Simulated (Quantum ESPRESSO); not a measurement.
# Wannier-interpolated electron–phonon scattering in Rh (Fm-3m), part 4 of 5

How strongly do phonons scatter the electrons of Rh (Fm-3m), and how dense must the meshes be?

Quantum ESPRESSO 7.5; DFT PBE, scalar-relativistic, plane waves, PseudoDojo 0.4.1 norm-conserving pseudopotentials.

So far, log mean phonon energy ħω_log (meV): step 8 (coupling and Tc: fine k 20×20×20, q 10×10×10, width 0.15 …) 20.9.

## 10. Coupling and Tc, input with a fault, fine q mesh 14×14×14, fine mesh 14×14×14

A variant of the settings follows.

bad.in reads:

```
--
&inputepw
   prefix = 'x'
   outdir = './tmp'
   dvscf_dir = './save'
   elph = .true.
   etf_mem = 1
   nbndsub = 9
   bands_skipped = 'exclude_bands = 1-4'
   use_ws = .true.
   vme = 'wannier'
   asr_typ = 'crystal'
   nk1 = 8
   nk2 = 8
   nk3 = 8
   nq1 = 4
   nq2 = 4
   nq3 = 4
   amass(1) = 102.9055
   epwwrite = .false.
   epwread = .true.
   wannierize = .false.
   nkf1 = 14
   nkf2 = 14
   nkf3 = 14
   nqf1 = 14
   nqf2 = 14
   nqf3 = 14
   mp_mesh_k = .true.
   ephwrite = .true.
   eliashberg = .true.
   liso = .true.
   limag = .true.
   tc_linear = .true.
   tc_linear_solver = 'lapack'
   fsthick = 0.4
   degaussw = 0.6
   degaussq = 0.5
   nqstep = 500
   muc = 0.13
   wscut = 0.3
   nsiter = 500
   nstemp = 7
   temps = 0.5 1.0 2.0 4.0 8.0 16.0 32.0
/
```

Run with:

```sh
$ OMP_NUM_THREADS=1 mpirun -n 8 epw.x -nk 8 -in bad.in > bad.out
```

The log of the run:

```text
[banner, memory and clock lines left out]
``:oss/
                           `.+s+.     .+ys--yh+     `./ss+.
                          -sh//yy+`   +yy   +yy    -+h+-oyy
                          -yh- .oyy/.-sh.   .syo-.:sy-  /yh
                 `.-.`    `yh+   -oyyyo.     `/syys:    oys      `.`
               `/+ssys+-` `sh+      `                   oys`   .:osyo`
               -yh- ./syyooyo`                          .sys+/oyo--yh/
               `yy+    .-:-.                             `-/+/:`  -sh-
                /yh.                                              oys
          ``..---hho---------`   .---------..`      `.-----.`    -hd+---.
       `./osmNMMMMMMMMMMMMMMMs. +NNMMMMMMMMNNmh+.   yNMMMMMNm-  oNMMMMMNmo++:`
       +sy--/sdMMMhyyyyyyyNMMh- .oyNMMmyyyyyhNMMm+` -yMMMdyyo:` .oyyNMMNhs+syy`
       -yy/   /MMM+.`-+/``mMMy-   `mMMh:`````.dMMN:` `MMMy-`-dhhy```mMMy:``+hs
        -yy+` /MMMo:-mMM+`-oo/.    mMMh:     `dMMN/`  dMMm:`dMMMMy..MMMo-.+yo`
         .sys`/MMMMNNMMMs-         mMMmyooooymMMNo:   oMMM/sMMMMMM++MMN//oh:
          `sh+/MMMhyyMMMs- `-`     mMMMMMMMMMNmy+-`   -MMMhMMMsmMMmdMMd/yy+
    `-/+++oyy-/MMM+.`/hh/.`mNm:`   mMMd+/////:-.`      NMMMMMd/:NMMMMMy:/yyo/:.`
   +os+//:-..-oMMMo:--:::-/MMMo. .-mMMd+---`           hMMMMN+. oMMMMMo. `-+osyso:`
   syo     `mNMMMMMNNNNNNNNMMMo.oNNMMMMMNNNN:`         +MMMMs:`  dMMMN/`     ``:syo
   /yh`     :syyyyyyyyyyyyyyyy+.`+syyyyyyyyo:`         .oyys:`   .oyys:`        +yh
   -yh-        ````````````````    `````````              ``        ``          oys
   -+h/------------------------::::::::://////++++++++++++++++++++++///////::::/yd:
   shdddddddddddddddddddddddddddddhhhhhhhhyyyyyssssssssssssssssyyyyyyyhhhhhhhddddh`
 Lee, H., Poncé, S., Bushick, K., Hajinazar, S., Lafuente-Bartolome, J.,Leveillee, J.,
    Lian, C., Lihm, J., Macheda, F., Mori, H., Paudyal, H., Sio, W., Tiwari, S.,
 Zacharias, M., Zhang, X., Bonini, N., Kioupakis, E., Margine, E.R., and Giustino F.,
                                                     npj Comput Mater 9, 156 (2023)
     Program EPW v.6.0
 %%%%%%%%%%%%%%%%%%%%%%%%%%%%%%%%%%%%%%%%%%%%%%%%%%%%%%%%%%%%%%%%%%%%%%%%%%%%%%
     Error in routine readin (1):
      degaussw too close to fsthick
 %%%%%%%%%%%%%%%%%%%%%%%%%%%%%%%%%%%%%%%%%%%%%%%%%%%%%%%%%%%%%%%%%%%%%%%%%%%%%%
     stopping ...
MPI_ABORT was invoked on rank 0 in communicator MPI_COMM_WORLD
  Proc: [[52323,1],0]
  Errorcode: 1
You may or may not see output from other processes, depending on
exactly when Open MPI kills them.
prterun has exited due to process rank 0 with PID 0 on node (host) calling
"abort". This may have caused other processes in the application to be
terminated by signals sent by prterun (as reported here).
```

Run time: 0.56 s. Hardware: 8 MPI ranks of Arm Neoverse N1, shared host.

The input was rejected at the start.

The program's message: “Error in routine readin (1): degaussw too close to fsthick”

The fault put into the input: a delta width larger than the window.

## 11. Resistivity: fine k 32×32×32, q 16×16×16, adaptive width, window 0.32 eV

At these temperatures only states within a few k_B T of the Fermi level carry current, so the mesh must be dense; it is refined.

bte-2.in reads:

```
--
&inputepw
   prefix = 'x'
   outdir = './tmp'
   dvscf_dir = './save'
   elph = .true.
   etf_mem = 1
   nbndsub = 9
   bands_skipped = 'exclude_bands = 1-4'
   use_ws = .true.
   vme = 'wannier'
   asr_typ = 'crystal'
   nk1 = 8
   nk2 = 8
   nk3 = 8
   nq1 = 4
   nq2 = 4
   nq3 = 4
   amass(1) = 102.9055
   epwwrite = .false.
   epwread = .true.
   wannierize = .false.
   nkf1 = 32
   nkf2 = 32
   nkf3 = 32
   nqf1 = 16
   nqf2 = 16
   nqf3 = 16
   mp_mesh_k = .true.
   scattering = .true.
   iterative_bte = .true.
   epmatkqread = .false.
   assume_metal = .true.
   int_mob = .false.
   carrier = .false.
   ngaussw = -99
   mob_maxiter = 200
   broyden_beta = 0.7
   fsthick = 0.32
   degaussw = 0.0
   nstemp = 6
   temps = 150 200 273 300 400 500
   restart = .false.
   selecqread = .false.
/
```

Run with:

```sh
$ OMP_NUM_THREADS=1 mpirun -n 8 epw.x -nk 8 -in bte-2.in > bte-2.out
```

The log of the run:

```text
[the first part of the log is left out]
     =============================================================================================
     Start solving iterative Boltzmann Transport Equation
     =============================================================================================
     Iteration number:         1
     =============================================================================================
       Temp     Fermi        DOS        Population SR                 Conductivity
        [K]      [eV]    [states/Ry] [carriers per cell]               [Ohm.cm]^-1
     =============================================================================================
      150.000  22.0565   0.33077E+01   0.88818E-15    0.398761E+06   -0.188593E-12   -0.323253E-12
                                       0.49362E-14   -0.350342E-12    0.398761E+06   -0.235765E-11
                                      -0.31156E-14    0.161691E-12    0.404504E-13    0.398761E+06
      200.000  22.0563   0.29801E+01  -0.88818E-15    0.315841E+06    0.742424E-13    0.296302E-12
                                       0.25613E-14   -0.134747E-12    0.315841E+06    0.249261E-11
                                       0.42167E-14    0.269391E-12    0.189916E-11    0.315841E+06
      273.000  22.0562   0.27866E+01   0.00000E+00    0.233778E+06    0.111225E-12   -0.161766E-12
                                      -0.33584E-14   -0.141484E-12    0.233778E+06   -0.313708E-12
                                       0.66955E-15    0.269363E-13   -0.289824E-14    0.233778E+06
      300.000  22.0562   0.27301E+01   0.44409E-15    0.212131E+06    0.218918E-12    0.541438E-13
                                       0.48052E-15    0.538988E-13    0.212131E+06   -0.434138E-12
                                       0.15628E-14   -0.107635E-12    0.252631E-12    0.212131E+06
      400.000  22.0559   0.24064E+01  -0.44409E-15    0.156422E+06    0.606098E-13   -0.740903E-13
                                       0.19299E-15    0.943229E-13    0.156422E+06    0.388977E-12
                                       0.18864E-14    0.403998E-13    0.402899E-12    0.156422E+06
      500.000  22.0555   0.19247E+01  -0.11102E-15    0.123093E+06    0.253177E-13   -0.101010E-12
                                      -0.14854E-14    0.287390E-13    0.123093E+06    0.238650E-12
                                      -0.56920E-15    0.668862E-14    0.338683E-12    0.123093E+06
                                                      0.398761E+06    Max error
     [...]
     Iteration number:        23
     =============================================================================================
       Temp     Fermi        DOS        Population SR                 Conductivity
        [K]      [eV]    [states/Ry] [carriers per cell]               [Ohm.cm]^-1
     =============================================================================================
      150.000  22.0565   0.33077E+01   0.00000E+00    0.408420E+06   -0.121220E-12   -0.538944E-12
                                       0.10590E-14    0.525513E-12    0.408420E+06    0.165823E-11
                                       0.16885E-13   -0.215543E-12    0.337262E-12    0.408420E+06
      200.000  22.0563   0.29801E+01  -0.13323E-14    0.323443E+06   -0.417702E-12    0.269360E-13
                                       0.88254E-15   -0.121272E-12    0.323443E+06   -0.343289E-12
                                       0.28795E-14    0.215563E-12    0.127302E-11    0.323443E+06
      273.000  22.0562   0.27866E+01   0.00000E+00    0.239411E+06   -0.168519E-12    0.270248E-13
                                      -0.35224E-14    0.134747E-13    0.239411E+06   -0.191804E-12
                                       0.64417E-14    0.107761E-12    0.360093E-12    0.239411E+06
      300.000  22.0562   0.27301E+01   0.00000E+00    0.217233E+06    0.168447E-12   -0.175194E-12
                                      -0.20032E-14    0.154959E-12    0.217233E+06    0.396977E-12
                                       0.54368E-14   -0.134711E-12    0.208805E-12    0.217233E+06
      400.000  22.0559   0.24064E+01   0.00000E+00    0.160158E+06   -0.352395E-13   -0.269938E-13
                                      -0.89121E-15    0.404241E-13    0.160158E+06    0.240966E-12
                                       0.99296E-15   -0.389704E-16   -0.451876E-13    0.160158E+06
      500.000  22.0555   0.19247E+01   0.00000E+00    0.126004E+06    0.538725E-13   -0.808077E-13
                                      -0.14719E-14    0.437928E-13    0.126004E+06   -0.378976E-12
                                      -0.91836E-15    0.269947E-13   -0.303654E-12    0.126004E+06
                                                      0.415312E-06    Max error
```

Run time: 18 min. Hardware: 8 MPI ranks; 2.3 h of CPU time.

This step gave:

* iterations: 23
* resistivity at 300 K: 4.603 μΩ cm

Resistivity, by row:

```
T (K)  rho_xx (μΩ cm)  rho_yy  rho_zz  relaxation-time approximation, mean of the axes (μΩ cm)
  150           2.449   2.449   2.449                                                    2.345
  200           3.092   3.092   3.092                                                     2.97
  273           4.177   4.177   4.177                                                    4.023
  300           4.603   4.603   4.603                                                    4.437
  400           6.244   6.244   6.244                                                    6.033
  500           7.936   7.936   7.936                                                    7.682
```

ρ(300 K) = 4.60 μΩ cm, against 6.04 before (-24 %); the relaxation-time start gave 4.44. The largest adaptive width printed is 0.53 eV, against a window of 0.32 eV outside which no state is counted.

## 12. Coupling and Tc: fine k 32×32×32, q 16×16×16, width 0.1 eV, window 0.41 eV

The sum is repeated with other meshes, delta width and window to test it.

a2f-2.in reads:

```
--
&inputepw
   prefix = 'x'
   outdir = './tmp'
   dvscf_dir = './save'
   elph = .true.
   etf_mem = 1
   nbndsub = 9
   bands_skipped = 'exclude_bands = 1-4'
   use_ws = .true.
   vme = 'wannier'
   asr_typ = 'crystal'
   nk1 = 8
   nk2 = 8
   nk3 = 8
   nq1 = 4
   nq2 = 4
   nq3 = 4
   amass(1) = 102.9055
   epwwrite = .false.
   epwread = .true.
   wannierize = .false.
   nkf1 = 32
   nkf2 = 32
   nkf3 = 32
   nqf1 = 16
   nqf2 = 16
   nqf3 = 16
   mp_mesh_k = .true.
   ephwrite = .true.
   eliashberg = .true.
   liso = .true.
   limag = .true.
   tc_linear = .true.
   tc_linear_solver = 'lapack'
   fsthick = 0.41
   degaussw = 0.1
   degaussq = 0.5
   nqstep = 500
   muc = 0.13
   wscut = 0.3
   nsiter = 500
   nstemp = 7
   temps = 0.5 1.0 2.0 4.0 8.0 16.0 32.0
/
```

Run with:

```sh
$ OMP_NUM_THREADS=1 mpirun -n 8 epw.x -nk 8 -in a2f-2.in > a2f-2.out
```

The log of the run:

```text
[the first part of the log is left out]
            Electron smearing (eV) =    0.100000000000000D+00
                 Fermi window (eV) =    0.410000000000000D+00
     Finish writing .ephmat files
     ===================================================================
     Memory usage:  VmHWM =        48Mb
                   VmPeak =       524Mb
     ===================================================================
     Finish writing dos file x.dos
     Finish writing phdos files x.phdos and x.phdos_proj
     ===================================================================
     Solve isotropic Eliashberg equations
     ===================================================================
     Finish reading freq file
                  Fermi level (eV) =     2.2056779139E+01
     DOS(states/spin/eV/Unit Cell) =     7.2494583376E-01
            Electron smearing (eV) =     1.0000000000E-01
                 Fermi window (eV) =     4.1000000000E-01
     Nr irreducible k-points within the Fermi shell =       474 out of       897
           4 bands within the Fermi window
     Finish reading egnv file
     Max nr of q-points =      2296
     Finish reading ikmap files
     Start reading .ephmat files
     Finish reading .ephmat files
     a2f file is not found to estimate initial gap: calculating a2f files
     Finish reading a2f file
     Electron-phonon coupling strength =    0.4234091
     Estimated Tc using McMillan expression =   0.6693 K for muc =   0.1300
     Estimated Tc using Allen-Dynes modified McMillan expression =   0.6784 K
     Estimated Tc using SISSO machine learning model =   0.7346 K
     Estimated w_log =  20.8806 meV
     Estimated BCS superconducting gap using McMillan Tc =   0.1015 meV
     WARNING WARNING WARNING
     The code may crash since tempsmax =   32.000 K is larger than McMillan Tc =     0.669 K
     Start: Solving (isotropic) linearized Eliashberg equation with solver = lapack
     For the first Temp.    0.50  K
       Total number of frequency points nsiw(     1) =   1108
       Cutoff frequency wscut =     0.3001
     Superconducting transition temp. Tc is the one which has Max. eigenvalue close to 1
      -----------------------------------------------------------------
             Temp.       Max.         nsiw     wscut    Nr. of iters
             (K)       eigenvalue    (itemp)   (eV)      to Converge
      -----------------------------------------------------------------
             0.50      1.2966312     1108      0.3001        1
             1.00      1.0977584      554      0.3002        1
             2.00      0.9003914      277      0.3005        1
             4.00      0.7054655      139      0.3021        1
             8.00      0.5134048       69      0.3010        1
            16.00      0.3281438       35      0.3075        1
            32.00      0.1561996       17      0.3032        1
      -----------------------------------------------------------------
     Finish: Solving (isotropic) linearized Eliashberg equation
```

The job ended after 29 min (8 MPI ranks; 3.8 h of CPU time).

This step gave:

| Item | Value |
| --- | --- |
| coupling constant λ | 0.4234 |
| density of states at the Fermi level | 0.7249 states/eV a spin and cell |

Table of a2F by phonon energy; read off at these points:

phonon energy (meV), a2F and a bar:
```
      2.0      0.000 
      3.0      0.001 
      4.0      0.001 
      5.0      0.001 
      6.0      0.002 
      7.0      0.005 
      8.0      0.003 
      9.0      0.009 
     10.0      0.008 
     11.0      0.012 #
     12.0      0.029 #
     13.0      0.030 #
     14.0      0.060 ###
     15.0      0.060 ###
     16.0      0.125 ######
     17.0      0.219 ###########
     18.0      0.275 ##############
     19.0      0.311 ################
     20.0      0.375 ###################
     21.0      0.403 ####################
     21.7      0.465 #######################
     22.0      0.456 #######################
     23.0      0.421 #####################
     24.0      0.252 #############
     25.0      0.132 #######
     26.0      0.367 ###################
     27.0      0.570 #############################
     27.3      0.594 ##############################
     28.0      0.377 ###################
     29.0      0.057 ###
     30.0      0.000 
     31.0      0.000
```

Tc lies where the eigenvalue is 1; mu* = 0.13. Eigenvalue against temperature:

```
T (K)  largest eigenvalue of the linearised gap equation
  0.5                                              1.297
    1                                              1.098
    2                                             0.9004
    4                                             0.7055
    8                                             0.5134
   16                                             0.3281
   32                                             0.1562
```

λ = 0.423 and ħω_log = 20.9 meV, against 0.415 and 20.9 with fine k 20×20×20, q 10×10×10, width 0.15 eV (+2 % in λ). The eigenvalue passes 1 near 1.4 K.

(Part 4 of 5 ends here.)

[The logs of pw.x and epw.x are selected lines.]

[Logs are printed without paths, hosts, clocks, repeated set-up lines and the standing remarks that a program may print on its own settings, such as how far it seeks lower states.]

[Hosts, paths, dates, database ids (printed as entryN), source tags and the programs' standing remarks are cut or masked in the printed files.]
